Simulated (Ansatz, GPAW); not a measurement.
# 1T-NbSTe monolayer: work function by functional and basis, part 3 of 3

Wanted: work functions and dipole of 1T-NbSTe monolayer, with the cost of each level.

GPAW 26.7.0 and Ansatz 0.2.0; Ansatz plane waves; layer without images along its normal, relaxation of atoms and in-plane cell (the session's first sound run).

So far, upper work function (eV): step 3 (plane waves, PBE) 5.26; step 5 (self-consistent run: xc = "revPBE") 5.17; step 6 (self-consistent run: xc = "RPBE") 5.17; step 7 (real-space grid: mode = "fd", PBE, GPAW) 5.26; step 8 (atomic orbitals: mode = "lcao", PBE, GPAW) 5.30.

## 10. A second plane-wave code (continued)

Level of this step: Ansatz plane waves; slab in vacuum with a dipole correction (Ansatz).

Electrostatic potential energy in the ca plane at fractional y = 0.000, with atoms of Nb within 0.2 Å of it. With pseudopotentials it is smooth inside the atoms' cores, unlike the true potential.

Values in eV, 5 rows by 16 columns, each cell a mean:
```
  3   3   3   3   2   0 -18 -40 -12   2   4   4   4   4   4   4
  3   3   3   3   0  -7  -4 -11  -3   1   3   4   4   4   4   4
  3   3   3   3  -2 -13  -3  -1  -3   0   3   4   4   4   4   4
  3   3   3   3   0  -4  -7 -20  -4   2   3   4   4   4   4   4
  3   3   3   3   2   0 -21 -41 -15   2   4   4   4   4   4   4
```
Columns run along c (16.0 Å, from fractional 0.05 to 0.58 of the cell; values clipped at the 3rd and 97th percentile), rows up along a (3.5 Å). Atoms in or near the plane, at fractional coordinates: Nb at (0.29, 0.00).

Valence density in the ca plane at fractional y = 0.000, with atoms of Nb within 0.2 Å of it. It is the smooth field of the valence electrons, not physical close to the nuclei.

Ten steps, logarithmic in the rise over the least value, from '0' (0.0 e/Å³) to '9' (4.9 e/Å³), each cell a mean:
```
00000000000000001122346999853210000000000000
00000000000000001233335788643211000000000000
00000000000000012344444444444321000000000000
00000000000000012345443333444432100000000000
00000000000000012445443333444432100000000000
00000000000000012344443333444431000000000000
00000000000000011233444566543321000000000000
00000000000000001123346899753210000000000000
00000000000000000122347999953210000000000000
```
Columns run along c (16.0 Å, from fractional 0.00 to 0.53 of the cell), rows up along a (3.5 Å). Atoms in or near the plane, at fractional coordinates: Nb at (0.29, 0.00).

ELF in the ca plane at fractional y = 0.000, with atoms of Nb within 0.2 Å of it. It is the smooth field of the valence electrons, not physical close to the nuclei.

Ten even steps from '0' (0.00) to '9' (0.76), each cell a mean:
```
00000000000000000122325978931110000000000000
00000000000000012345543798523421000000000000
00000000000000246777773222358864200000000000
00000000000002479876776323699997410000000000
00000000000002589876676434799997520000000000
00000000000001368877775212479986310000000000
00000000000000124567753455336642100000000000
00000000000000001234424999722210000000000000
00000000000000000012216835941100000000000000
```
Columns run along c (16.0 Å, from fractional 0.00 to 0.53 of the cell), rows up along a (3.5 Å). Atoms in or near the plane, at fractional coordinates: Nb at (0.29, 0.00).

The upper face's work function is 5.251 eV, against 5.258 eV in the first plane-wave PBE run at this geometry.

## 11. Side by side

Results and costs are gathered.

This step: comparison of work functions, dipole and cost (GPAW 26.7.0).

Ladder, by row:

```tsv
step	code	work function, upper (eV)	work function, lower (eV)	dipole (e Å)	wall time (s)	peak memory (GiB)	threads
pw	GPAW	5.258	4.379	-0.05279	26.76	0.22	1
vdW-DF2	GPAW	5.577	4.686	-0.05348	41.5	0.38	1
revPBE	GPAW	5.17	4.272	-0.0539	29.5	0.23	1
RPBE	GPAW	5.173	4.266	-0.05443	31.53	0.23	1
fd	GPAW	5.258	4.381	-0.05236	95.83	0.45	1
lcao	GPAW	5.302	4.327	-0.05822	144	0.28	1
ansatz	Ansatz	5.251	4.364	-0.05296	5.36	0.763	4
```

## 12. A changed run

One more run, with changed settings.

This step: GPAW, PAW setups; slab in vacuum (GPAW 26.7.0).

The input, run.py:

```python
import json
import numpy as np
from ase import Atoms
from gpaw import GPAW, PW

slab = Atoms(
    ['Te', 'Nb', 'S'],
    positions=[
        [1.76601, 1.01961, 7.00000],
        [-0.00000, 0.00000, 8.96029],
        [-0.00000, 2.03921, 10.36548]],
    cell=[[3.53202, 0.0, -0.0], [-1.76601, 3.05882, -0.0], [-0.0, -0.0, 17.3655]],
    pbc=[True, True, False],
    magmoms=[0.0, 1.0, 0.0])

slab.calc = GPAW(mode=PW(400), xc='pbe96', kpts={'size': (9, 9, 1), 'gamma': True},
                 occupations={'name': 'fermi-dirac', 'width': 0.05}, nbands='160%',
                 convergence={'density': 1e-05}, maxiter=100,
                 poissonsolver={'dipolelayer': 'xy'},
                 symmetry={'tolerance': 1e-3}, txt='slab.txt')
result = {}
energy = slab.get_potential_energy()
fermi = slab.calc.get_fermi_level()
v = slab.calc.get_electrostatic_potential().mean((0, 1)) - fermi
n = slab.calc.get_pseudo_density().mean((0, 1))
L = slab.cell[2, 2]
z = np.arange(len(v)) * L / len(v)
low, high = slab.positions[:, 2].min(), slab.positions[:, 2].max()
below, above = np.interp([low - 4.8, high + 4.8], z, v)
slopes = [np.interp(x, z, np.gradient(v, z)) for x in (low - 4.8, high + 4.8)]
eps = np.array([[slab.calc.get_eigenvalues(k, s) for k in range(len(slab.calc.get_ibz_k_points()))]
                for s in range(slab.calc.get_number_of_spins())]) - fermi
top, bottom = eps[eps < 0].max(), eps[eps > 0].min()
dipole = slab.get_dipole_moment()[2]
print(f'energy {energy:.4f} eV, Fermi level {fermi:.4f} eV, dipole {dipole:.5f} e A')
print(f'potential 4.8 A off the faces, from the Fermi level: lower {below:.4f} eV, upper {above:.4f} eV')
print(f'slope of the potential there: lower {slopes[0]:.5f}, upper {slopes[1]:.5f} eV/A')
print(f'nearest levels on the mesh: {top:.4f} and {bottom:.4f} eV')
print('magnetic moment', round(slab.get_magnetic_moment(), 3))
result.update(energy=energy, fermi=fermi, dipole=dipole, below=below, above=above, slopes=slopes, edges=[top, bottom],
              z=z.tolist(), v=v.tolist(), n=n.tolist(), positions=slab.positions.tolist(),
              forces=slab.get_forces(apply_constraint=False).tolist(), moments=slab.get_magnetic_moments().tolist())
json.dump(result, open('result.json', 'w'))
```

Started as:

```sh
$ OMP_NUM_THREADS=1 OPENBLAS_NUM_THREADS=1 python run.py
```

Numbers of over 12 decimals in the logs are rounded to 6 here.

The log of the run:

```text
NameError: Unknown functional: pbe96.
```

The job ended after 0.88 s (1 thread of Intel Xeon 6975P-C (Granite Rapids), shared host; peak memory 0.1 GiB).

The program refused the input before any cycle.

The program's message: “NameError: Unknown functional: pbe96.”

The change that led to it: xc = "pbe96".

## 13. Outcome

```yaml
work_function_upper_and_lower_face: 5.258 and 4.379 eV
dipole_along_the_normal: -0.0528 e Å
```

In words: With plane waves and PBE the work function is 5.26 eV on the upper face and 4.38 eV on the lower. The two faces differ by 0.88 eV, the step that the slab's dipole makes (e p/(ε0 A) gives 0.88 eV), so the dipole layer is needed. Over the sound runs of the table the upper face's work function spans 5.170 (revPBE) to 5.577 eV (vdW-DF2). The two plane-wave codes differ by 0.0074 eV on the upper face. The starting lattice was a guess from atomic radii; the relaxation moved it by -5 %. One magnetic start was tried; another order may lie lower. The layer's cell and atoms come from the relaxation; spin-orbit coupling and temperature are left out.

[Logs are printed without paths, hosts, clocks, repeated set-up lines and the standing remarks that a program may print on its own settings, such as how far it seeks lower states.]

[Hosts, paths, dates, database ids (printed as entryN), source tags and the programs' standing remarks are cut or masked in the printed files.]
